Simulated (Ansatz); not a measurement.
**BaTiO3 (R3m): the gap up the ladder of methods**

Aim: the gap of BaTiO3 (R3m) at several levels of theory on one structure, with the time that each takes.

Program: Ansatz 0.2.0. Level of theory: density functionals, hybrids and G0W0, plane waves, PAW. Results are calculated unless marked as measured.

In doubt: the elements are of a kind flagged for part-filled d or f shells, though by formal charges that shell is empty here, so the flag may not apply.

**1. Starting point**

It takes space group R3m (No. 160, trigonal). Conventional cell: a = 5.655 Å, b = 5.655 Å, c = 6.955 Å, α = 90.00°, β = 90.00°, γ = 120.00°. Nearest to Ba lie 12 O at 2.79 to 2.89 Å. Nearest to Ti lie 6 O at 1.87 to 2.14 Å. Nearest to O lie 2 Ti at 1.87 to 2.14 Å and 4 Ba at 2.79 to 2.89 Å. Farther neighbours and most contacts between anions are not listed.

The cell and positions come from the Crystallography Open Database and are kept as given unless a step says otherwise. Spin-orbit coupling is left out unless a step names it.

The logs state that the PAW files were generated under PBE.

**2. LDA on the 6×6×6 mesh**

Levels along a band path and on the mesh show where this functional puts the band edges.

This step: DFT, LDA, plane waves, PAW; PAW set soft_1.

Contents of input.yaml:

```yaml
crystal:
  lattice:
    - [2.8273666084, 1.6323808724, 2.3183934932]
    - [-2.8273666084, 1.6323808724, 2.3183934932]
    - [0.0, -3.2647617449, 2.3183934932]
  atoms:
    - { symbol: Ba, position: [0.0, 0.0, 0.0] }
    - { symbol: Ti, position: [0.4845, 0.4845, 0.4845] }
    - { symbol: O, position: [0.5086, 0.5086, 0.0175] }
    - { symbol: O, position: [0.0175, 0.5086, 0.5086] }
    - { symbol: O, position: [0.5086, 0.0175, 0.5086] }
kpoints:
  mp_grid: { grid: [6, 6, 6] }
  band_path:
    path:
      - [[0.0, 0.0, 0.0], [0.5, 0.5, 0.5], [0.50282879, 0.49717121, 0.5]]
      - [[0.5, -0.49717121, 0.49717121], [0.5, 0.0, 0.0], [0.0, 0.0, 0.0], [0.49858561, -0.49858561, 0.0]]
      - [[0.50141439, 0.0, 0.49858561], [0.5, 0.0, 0.5], [0.0, 0.0, 0.0]]
    npoints: 10
hamiltonian:
  xc: lda
  pseudopotentials: { kind: paw, azcp: { folder: soft_1 }, xc_functional: pbe }
scf:
  occupations: { method: fermi_dirac, width: 0.02 }
  n_extra_bands: 5
output:
  eigenvalues: true
  write_density: true
  write_potential: true
  elf: true
  volumetric_format: npy
```

Command:

```sh
$ ansatz run input.yaml --threads 4 --pin off --max-ram 138240MiB --backend cuda --events-out ev --progress --plain --runs-dir out --devices 1 --max-vram 26GiB
```

Numbers of over 12 decimals in the logs are rounded to 6 here.

Log:

```text
scf.n_extra_bands = 5 over 20 filled bands (N_el = 40.0): the run solves 25 bands
GPUs: using 1 of 1 available (devices: 1).
Engine: ansatz 0.2.0, x86_64-unknown-linux-gnu
Pseudopotentials: kind: paw
Pseudopotential: Ba, paw, valence charge 10, recommended cutoff 420 eV (normal), soft_1/Ba.paw.azcp
Pseudopotential: Ti, paw, valence charge 12, recommended cutoff 420 eV (normal), soft_1/Ti.paw.azcp
Pseudopotential: O, paw, valence charge 6, recommended cutoff 420 eV (normal), soft_1/O.paw.azcp
Functional definition: SPW92
  exchange = slater_x
  correlation = pw_c
device memory: the entry about to start is reckoned to put 1.1 GiB on a device that reports 32.4 GiB free (of which the cap on the GPU budget leaves the run 26.0 GiB)
GPU FFT provider: cuFFT
GPU libraries: cuBLAS 13.8.2, cuFFT 12.4.0, cuSOLVER 12.3.4
Crystal: 5 atoms, lattice volume = 64.201 Å³
Basis set: ecut = 420 eV, 1237 PW (Γ)
Bands: 25, of which v1, the nominal top of the filled ones, is band 20 counted from 1 (19 counted from 0)
Symmetry: 6 space group operations
Space group: R3m (ITA 160), of the structure as read, at distance tolerance 4.0e-5 Å
k-points: 32 of 216 (time reversal used)
Non-local potential: Ba, projectors of the file, l = 0: 3, l = 1: 2, l = 2: 2, l = 3: 2
Non-local potential: Ti, projectors of the file, l = 0: 3, l = 1: 2, l = 2: 3, l = 3: 1
Non-local potential: O, projectors of the file, l = 0: 2, l = 1: 2, l = 2: 1
PAW form: soft (Blöchl's): semilocal exchange-correlation on the pseudo side does not see the compensation charge
PAW frozen core: Ba, regenerated for the run's functional, and the local potential with it (the file was generated under x = pbe(κ = 0.804, μ = 0.219515), c = pbe(β = 0.066725))
PAW frozen core: Ti, regenerated for the run's functional, and the local potential with it (the file was generated under x = pbe(κ = 0.804, μ = 0.219515), c = pbe(β = 0.066725))
PAW frozen core: O, regenerated for the run's functional, and the local potential with it (the file was generated under x = pbe(κ = 0.804, μ = 0.219515), c = pbe(β = 0.066725))
PAW one-centre angular grid: Ba, 194 points (default); XC on 64 Gauss nodes
PAW one-centre angular grid: Ti, 590 points (default); XC on 64 Gauss nodes
PAW one-centre angular grid: O, 110 points (default); XC on 64 Gauss nodes
Initial density: superposition of atomic densities (chi_scale 0.1, normalization cell, long waves kept (reshape's long-wave potential 0.00 eV rms))
Initial wavefunctions: pseudopotential atomic-orbital guess
GPU buffer pool allocated for 19683 grid points (all kernels)
GPU transforms: local potential and band sums: pruned to the plane-wave sphere, on 27×27×27
Functional: x = slater, c = lda
SCF iter   1: F=—  HF=-9905.100297 eV  |F-HF|=—  |Δ(HF+E_count)|=         —  Δρ=5.59e-2  dr2=1.95e0  ethr=3.10e-3  ⟨swp⟩=8.9  Hψ=4232  notcnv=0
preconditioner: auto → Resta (q_TF=auto, 2.521 Å⁻¹)  ε∞=5.9  [insulator: Δε(μ)=2.556 eV  Ē_g=11.514 eV  σ=0.020 eV  W_gap=1.00  n_scr=18 (ndim 8)  ℏωp=25.4 eV  f_vac=0.000  D(μ)=0.00/eV (n_scr^D=0)  ε∞_Penn≈5.9]
SCF iter   2: F=—  HF=-9904.716576 eV  |F-HF|=—  |Δ(HF+E_count)|=   3.84e-1  Δρ=2.48e-2  dr2=5.72e-1  ethr=3.10e-3  ⟨swp⟩=2.2  Hψ=1452  notcnv=0  defer=32
SCF iter   3: F=—  HF=-9904.604829 eV  |F-HF|=—  |Δ(HF+E_count)|=   1.12e-1  Δρ=7.75e-3  dr2=6.29e-2  ethr=1.43e-3  ⟨swp⟩=2.3  Hψ=2359  notcnv=0  defer=32
SCF iter   4: F=—  HF=-9904.586239 eV  |F-HF|=—  |Δ(HF+E_count)|=   1.86e-2  Δρ=1.65e-3  dr2=1.48e-3  ethr=1.57e-4  ⟨swp⟩=2.3  Hψ=1419  notcnv=0  defer=32
SCF iter   5: F=—  HF=-9904.586107 eV  |F-HF|=—  |Δ(HF+E_count)|=   1.31e-4  Δρ=2.69e-4  dr2=3.92e-5  ethr=3.70e-6  ⟨swp⟩=2.2  Hψ=1283  notcnv=0  defer=32
SCF iter   6: F=—  HF=-9904.586312 eV  |F-HF|=—  |Δ(HF+E_count)|=   2.05e-4  Δρ=3.86e-5  dr2=9.42e-7  ethr=9.79e-8  ⟨swp⟩=2.5  Hψ=1246  notcnv=0  defer=32
SCF iter   7: F=-9904.586312 eV  HF=-9904.586312 eV  |F-HF|=2.11e-8  |Δ(HF+E_count)|=   8.76e-8  Δρ=9.12e-6  dr2=4.10e-8  ethr=2.50e-10  ⟨swp⟩=9.0  Hψ=3039  notcnv=0
SCF 1 converged in 7 iterations: F = -9904.586312 eV  dr2 = 4.10e-8
[...]
device memory: the entry about to start is reckoned to put 1.9 GiB on a device that reports 32.3 GiB free (of which the cap on the GPU budget leaves the run 26.0 GiB)
NSCF: frozen V_eff on 73 k-points, pencils in batches of 32, up to order 112
SCF converged after 7 iterations
Free energy (F): -9904.586312 eV
Harris-Foulkes:  -9904.586312 eV  (|F-HF|=2.11e-8)
Internal energy: -9904.586312 eV  (E = F + TS)
E sigma→0 (E₀):  -9904.586312 eV
Fermi energy:    11.002667 eV
--- Per-component energies (eV) ---
  E_band       = -151.075145
  E_kinetic    = 942.925149
  E_local      = -2203.245248  (includes V_loc(G=0)·N_el)
  E_nonlocal   = 320.899654
  E_hartree    = 842.712903
  E_xc         = -526.080420
  E_vxc        = -549.310967  (∫ρ·V_xc dr)
  E_paw        = -6473.486143  (= ΣΔE_a)
  E_vpaw       = -347.779282  (= ΣTr[D̂ρ^β])
  E_aug_tail   = 0.002241  (compensation charges beyond the density's cutoff)
  E_ewald      = -2809.213684
  E_core_change = 0.899235  (= ΣΔE_core)
  E_smearing   = -0.000000  (= −TS)
  E_closure    = -0.000000  (closes the sum)
  Σ components = -9904.586312   (vs F -9904.586312, Δ=0.00e0)
--- Band table (eV; the first three rows and the last of 32) ---
  k-point 0: bands = [... 16 lower, 8.7190, 9.3231, 9.4668, 9.4668, 12.1728, 12.1728, 12.3278, 14.3950, ... 1 higher]
  k-point 1: bands = [... 16 lower, 8.5493, 8.9132, 9.3463, 9.3605, 12.2229, 12.5573, 12.5836, 14.3913, ... 1 higher]
  k-point 2: bands = [... 16 lower, 8.2470, 8.3615, 9.0310, 9.1280, 12.2966, 13.2442, 13.3394, 14.3767, ... 1 higher]
  k-point 31: bands = [... 16 lower, 7.5312, 9.8033, 9.8033, 9.8179, 14.1730, 14.3221, 14.3221, 16.4735, ... 1 higher]
```

The job ended after 7.4 s (1 × NVIDIA H100 80GB HBM3 (shared by 3 runs) with 4 threads of AMD EPYC 7R13 (Zen 3), shared host; peak memory 0.91 GiB).

This step gave:

* filled bands: 20
* gap: 2.355 eV
* valence top at: T
* conduction bottom at: Γ
* least direct gap: 2.686 eV

Over mesh and path the gap is 2.355 eV, from k = (0.500, 0.500, 0.500) to k = Γ. The least direct gap found is 2.686 eV, at k = (0.050, -0.050, 0.000).

**3. LDA+SOC on the 6×6×6 mesh**

This run has two-component orbitals with spin-orbit coupling.

This step: DFT, LDA with spin-orbit coupling, plane waves, PAW; PAW set soft_1.

Contents of input.yaml:

```yaml
crystal:
  lattice:
    - [2.8273666084, 1.6323808724, 2.3183934932]
    - [-2.8273666084, 1.6323808724, 2.3183934932]
    - [0.0, -3.2647617449, 2.3183934932]
  atoms:
    - { symbol: Ba, position: [0.0, 0.0, 0.0] }
    - { symbol: Ti, position: [0.4845, 0.4845, 0.4845] }
    - { symbol: O, position: [0.5086, 0.5086, 0.0175] }
    - { symbol: O, position: [0.0175, 0.5086, 0.5086] }
    - { symbol: O, position: [0.5086, 0.0175, 0.5086] }
kpoints:
  mp_grid: { grid: [6, 6, 6] }
  band_path:
    path:
      - [0.0, 0.0, 0.0]
      - [0.5, 0.5, 0.5]
      - [0.50282879, 0.49717121, 0.5]
      - [0.5, -0.49717121, 0.49717121]
      - [0.5, 0.0, 0.0]
      - [0.49858561, -0.49858561, 0.0]
      - [0.50141439, 0.0, 0.49858561]
      - [0.049858561, -0.049858561, 0.0]
    npoints: 1
hamiltonian:
  xc: lda
  pseudopotentials: { kind: paw_fr, azcp: { folder: soft_1 }, xc_functional: pbe }
scf:
  occupations: { method: fixed }
  n_extra_bands: 10
magnetization:
  noncollinear: true
  spin_orbit: true
output:
  eigenvalues: true
```

Log:

```text
[...]
GPUs: using 1 of 1 available (devices: 1).
[...]
non-collinear run that drives no moment, with spin-orbit: no starting moment large enough to seed its density (crystal.atoms[].spin), no starting occupations that ask for one, no magnetisation constraint and no magnetic field, so the semilocal B_xc is pinned to zero
[...]
GPU FFT provider: cuFFT
GPU libraries: cuBLAS 13.8.2, cuFFT 12.4.0, cuSOLVER 12.3.4
Crystal: 5 atoms, lattice volume = 64.201 Å³
Basis set: ecut = 420 eV, 1237 PW (Γ)
Bands: 50, of which v1, the nominal top of the filled ones, is band 40 counted from 1 (39 counted from 0)
Symmetry: 6 space group operations + 6 with time reversal
[...]
k-points: 32 of 216 (time reversal used)
Projection manifold: j_resolved (fully-relativistic pseudo-atomic orbitals)
[...]
GPU buffer pool allocated for 19683 grid points (all kernels)
[...]
Absolute magnetization: 0.0000 μB (∫|m|)
  site 0: m = (+0.0000, +0.0000, +0.0000) μB, |m| = 0.0000 μB  (R = 1.15 Å)
  site 1: m = (+0.0000, +0.0000, +0.0000) μB, |m| = 0.0000 μB  (R = 0.77 Å)
  site 2: m = (+0.0000, +0.0000, +0.0000) μB, |m| = 0.0000 μB  (R = 0.77 Å)
  site 3: m = (+0.0000, +0.0000, +0.0000) μB, |m| = 0.0000 μB  (R = 0.77 Å)
  site 4: m = (+0.0000, +0.0000, +0.0000) μB, |m| = 0.0000 μB  (R = 0.77 Å)
Free energy (F): -9909.245262 eV
[...]
Internal energy: -9909.245262 eV  (E = F + TS)
E sigma→0 (E₀):  -9909.245262 eV
Fermi energy:    9.818828 eV
[...]
--- Band table (eV; the first three rows and the last of 32) ---
  k-point 0: bands = [... 36 lower, 9.4534, 9.4534, 9.5138, 9.5138, 12.1643, 12.1643, 12.1756, 12.1756, ... 6 higher]
  k-point 1: bands = [... 36 lower, 9.2852, 9.3468, 9.3924, 9.3977, 12.2159, 12.2252, 12.5469, 12.5557, ... 6 higher]
  k-point 2: bands = [... 36 lower, 9.0144, 9.0340, 9.1305, 9.1350, 12.2932, 12.2959, 13.2366, 13.2451, ... 6 higher]
  k-point 31: bands = [... 36 lower, 9.8067, 9.8067, 9.8188, 9.8188, 14.1710, 14.1710, 14.3178, 14.3178, ... 6 higher]
[key lines of the parts left out:]
SCF converged after 8 iterations
Magnetization: |M| = 0.0000 μB,  M = (+0.0000, +0.0000, +0.0000) μB
```

Wall time 9.1 s (1 × NVIDIA H100 80GB HBM3 (shared by 3 runs) with 4 threads); peak memory 0.95 GiB; 12 s of CPU time.

Numbers from this step:

* gap: 2.345 eV
* valence top at: H_2
* conduction bottom at: Γ
* least direct gap: 2.633 eV

Over mesh and listed points the gap is 2.345 eV, from k = (0.503, 0.497, 0.500) to k = Γ. The least direct gap found is 2.633 eV, at k = (0.050, -0.050, 0.000). LDA+SOC against LDA: 2.345 − 2.355 = −0.010 eV. Mesh, set of files and cutoff are the same, but the valence top lies at another k point, so this need not be the shift of one pair of states. The spin-orbit run sees mesh and listed points alone, so its gap is an upper bound: the coupling can move an edge off these points, the more so as this crystal has no centre of inversion, and the change over the zone, its sign included where it is small, is not known.

**4. HSE06 on the 4×4×4 mesh**

HSE06 mixes in a quarter of exact exchange at short range.

This step: DFT, HSE06, plane waves, PAW; PAW set soft_1.

input.yaml: that of step 3 with these lines changed.

```diff
@@ -12,3 +12,3 @@
 kpoints:
-  mp_grid: { grid: [6, 6, 6] }
+  mp_grid: { grid: [4, 4, 4] }
   band_path:
@@ -25,10 +25,7 @@
 hamiltonian:
-  xc: lda
-  pseudopotentials: { kind: paw_fr, azcp: { folder: soft_1 }, xc_functional: pbe }
+  xc: hse06
+  pseudopotentials: { kind: paw, azcp: { folder: soft_1 } }
 scf:
   occupations: { method: fixed }
-  n_extra_bands: 10
-magnetization:
-  noncollinear: true
-  spin_orbit: true
+  n_extra_bands: 5
 output:
```

Log:

```text
[...]
GPUs: using 1 of 1 available (devices: 1).
[...]
davidson cushion auto → on  (no smearing: the cushion is to keep the highest requested band from converging to the state above it; pin scf.eigensolver.cushion to override)
[...]
GPU FFT provider: cuFFT
GPU libraries: cuBLAS 13.8.2, cuFFT 12.4.0, cuSOLVER 12.3.4
Crystal: 5 atoms, lattice volume = 64.201 Å³
Basis set: ecut = 420 eV, 1237 PW (Γ)
[...]
Fermi energy:    9.171231 eV
[...]
--- Band table (eV; the first three rows and the last of 13) ---
  k-point 0: bands = [... 16 lower, 8.0053, 8.7041, 8.8117, 8.8117, 13.0610, 13.0610, 13.2022, 15.1706, ... 1 higher]
  k-point 1: bands = [... 16 lower, 7.6932, 7.9023, 8.5391, 8.5487, 13.1544, 13.8114, 13.9056, 15.1656, ... 1 higher]
  k-point 2: bands = [... 16 lower, 7.4467, 7.4833, 8.1959, 8.3068, 13.2353, 14.6286, 14.7342, 15.1323, ... 1 higher]
  k-point 12: bands = [... 16 lower, 6.7644, 9.1579, 9.1579, 9.1712, 15.2707, 15.4399, 15.4399, 17.4813, ... 1 higher]
[key lines of the parts left out:]
Free energy (F): -10163.664796 eV
```

Elapsed: 19 s, on 1 × NVIDIA H100 80GB HBM3 (shared by 3 runs) with 4 threads; peak memory 1.2 GiB.

This step gave:

```
gap                     : 3.890 eV
valence top at          : T
conduction bottom at    : Γ
least direct gap        : 4.214 eV
exact-exchange fraction : 0.25
```

Over mesh and listed points the gap is 3.890 eV, from k = (0.500, 0.500, 0.500) to k = Γ. The least direct gap found is 4.214 eV, at k = (0.050, -0.050, 0.000). HSE06 against LDA: 3.890 − 2.355 = +1.535 eV. The runs also differ in mesh (6×6×6 and 4×4×4), so how much of this comes from the functional alone is not known.

**5. HSE06+SOC on the 4×4×4 mesh**

This step: DFT, HSE06 with spin-orbit coupling, plane waves, PAW; PAW set soft_1.

input.yaml: that of step 4 with these lines changed.

```diff
@@ -26,6 +26,9 @@
   xc: hse06
-  pseudopotentials: { kind: paw, azcp: { folder: soft_1 } }
+  pseudopotentials: { kind: paw_fr, azcp: { folder: soft_1 } }
 scf:
   occupations: { method: fixed }
-  n_extra_bands: 5
+  n_extra_bands: 10
+magnetization:
+  noncollinear: true
+  spin_orbit: true
 output:
```

Log:

```text
[...]
GPUs: using 1 of 1 available (devices: 1).
[...]
GPU FFT provider: cuFFT
GPU libraries: cuBLAS 13.8.2, cuFFT 12.4.0, cuSOLVER 12.3.4
Crystal: 5 atoms, lattice volume = 64.201 Å³
Basis set: ecut = 420 eV, 1237 PW (Γ)
Bands: 50, of which v1, the nominal top of the filled ones, is band 40 counted from 1 (39 counted from 0)
Symmetry: 6 space group operations + 6 with time reversal
[...]
--- Band table (eV; the first three rows and the last of 13) ---
  k-point 0: bands = [... 36 lower, 8.8111, 8.8111, 8.8659, 8.8659, 13.0511, 13.0511, 13.0651, 13.0651, ... 6 higher]
  k-point 1: bands = [... 36 lower, 8.4837, 8.5311, 8.5807, 8.5854, 13.1494, 13.1553, 13.8026, 13.8137, ... 6 higher]
  k-point 2: bands = [... 36 lower, 8.1907, 8.1907, 8.3082, 8.3082, 13.2333, 13.2333, 14.6250, 14.6250, ... 6 higher]
  k-point 12: bands = [... 36 lower, 9.1626, 9.1626, 9.1737, 9.1737, 15.2687, 15.2687, 15.4335, 15.4335, ... 6 higher]
[key lines of the parts left out:]
Magnetization: |M| = 0.0000 μB,  M = (+0.0000, +0.0000, +0.0000) μB
Free energy (F): -10161.925938 eV
Fermi energy:    9.173663 eV
```

Wall time 61 s (1 × NVIDIA H100 80GB HBM3 (shared by 3 runs) with 4 threads); peak memory 1.8 GiB; 2 min of CPU time.

This step gave:

```
gap                     : 3.877 eV
valence top at          : H_2
conduction bottom at    : Γ
least direct gap        : 4.153 eV
exact-exchange fraction : 0.25
```

Over mesh and listed points the gap is 3.877 eV, from k = (0.503, 0.497, 0.500) to k = Γ. The least direct gap found is 4.153 eV, at k = (0.050, -0.050, 0.000). HSE06+SOC against HSE06: 3.877 − 3.890 = −0.013 eV. Mesh, set of files and cutoff are the same, but the valence top lies at another k point, so this need not be the shift of one pair of states. The spin-orbit run sees mesh and listed points alone, so its gap is an upper bound: the coupling can move an edge off these points, the more so as this crystal has no centre of inversion, and the change over the zone, its sign included where it is small, is not known.

**6. G0W0@LDA, 6×6×6 mesh, 1079 empty bands, screening to 380 eV, hard PAW files**

G0W0 replaces the xc potential by a self-energy built once from the orbitals of the start. Levels are corrected in the window of bands that the input names, at points of the mesh.

This step: G0W0 on LDA, plane waves, PAW.

Contents of input.yaml:

```yaml
crystal:
  lattice:
    - [2.8273666084, 1.6323808724, 2.3183934932]
    - [-2.8273666084, 1.6323808724, 2.3183934932]
    - [0.0, -3.2647617449, 2.3183934932]
  atoms:
    - { symbol: Ba, position: [0.0, 0.0, 0.0] }
    - { symbol: Ti, position: [0.4845, 0.4845, 0.4845] }
    - { symbol: O, position: [0.5086, 0.5086, 0.0175] }
    - { symbol: O, position: [0.0175, 0.5086, 0.5086] }
    - { symbol: O, position: [0.5086, 0.0175, 0.5086] }
kpoints:
  mp_grid: { grid: [6, 6, 6] }
hamiltonian:
  xc: lda
  pseudopotentials: { kind: paw, source: ansatz }
scf:
  occupations: { method: fixed }
gw:
  n_empty_bands: 1079
  ecut_chi: 380
  qp_bands: [v2, c2]
  qp_kpoints: band_edges
  screening: { model: contour_deformation }
```

Log:

```text
GPUs: using 1 of 1 available (devices: 1).
[...]
GPU FFT provider: cuFFT
GPU libraries: cuBLAS 13.8.2, cuFFT 12.4.0, cuSOLVER 12.3.4
Crystal: 5 atoms, lattice volume = 64.201 Å³
Basis set: ecut = 930 eV, 4103 PW (Γ)
Bands: 25, of which v1, the nominal top of the filled ones, is band 20 counted from 1 (19 counted from 0)
Symmetry: 6 space group operations
[...]
k-points: 32 of 216 (time reversal used)
[...]
1    22     12.6078   -13.6094    -6.6702   -21.3525  0.7288    13.7026    13.6807  root
[...]
31    19      9.8602   -25.7254     4.0986   -20.8869  0.7161     9.1095     9.1204  root
    31    20      9.8747   -25.7490     4.1075   -20.9005  0.7162     9.1228     9.1338  root
    31    21     14.2304   -14.5891    -8.0582   -23.7007  0.6805    15.3207    15.2838  root
    31    22     14.3803   -14.6902    -8.1531   -23.8989  0.6772    15.4745    15.4359  root
[key lines of the parts left out:]
SCF converged after 10 iterations
Free energy (F): -9890.376212 eV
Fermi energy:    9.874652 eV
```

Elapsed: 11 min, on 1 × NVIDIA H100 80GB HBM3 (shared by 3 runs) with 4 threads; peak memory 10 GiB; 23 min of CPU time.

This step gave:

```
bands summed                                    : 1099
RPA ε∞ on this mesh (eigenvalues)               : 5.365, 5.842, 5.842
plane waves in the screening matrix             : 1045
G0W0 gap over the corrected points              : 4.175 eV
k of the valence top                            : -0.5, -0.5, -0.5
k of the conduction bottom                      : 0, 0, 0
starting gap on the mesh                        : 2.347 eV
Z at the valence top                            : 0.7162
Z at the conduction bottom                      : 0.7384
least direct G0W0 gap over the corrected points : 4.507 eV
```

Over 26 of 32 irreducible mesh points the G0W0 gap is 4.175 eV, from k = (-0.500, -0.500, -0.500) to k = Γ. The LDA gap of this run on the mesh is 2.347 eV. The two states that bound the G0W0 gap lie that far apart at the start, so the correction of the gap is 4.175 − 2.347 = +1.828 eV.

(Continued in part 2 of 2.)

[Paths, hosts, dates, memory and timing lines, banners, echoed tables and standing remarks are left out of the program output.]

[Logs are printed without paths, hosts, clocks, repeated set-up lines and the standing remarks that a program may print on its own settings, such as how far it seeks lower states.]

[Runs of the session that timed out or met a known fault of the program may be left out.]

[Cells called generated may have been cut or substituted from an entry of the Crystallography Open Database or the Materials Project.]

[Hosts, paths, dates, database ids (printed as entryN), source tags and the programs' standing remarks are cut or masked in the printed files.]

[Where an RPA ε∞ is given, it is that of the G0W0 mesh and is not shown converged in it. Names of k-points follow the symmetry that the program found, which can be lower than the space group named. Band edges on a path are those of the sampled points; other points can move an edge, and change direct to indirect where valleys lie close.]

[Hybrid gaps are those of their k-mesh and are not shown converged in it.]
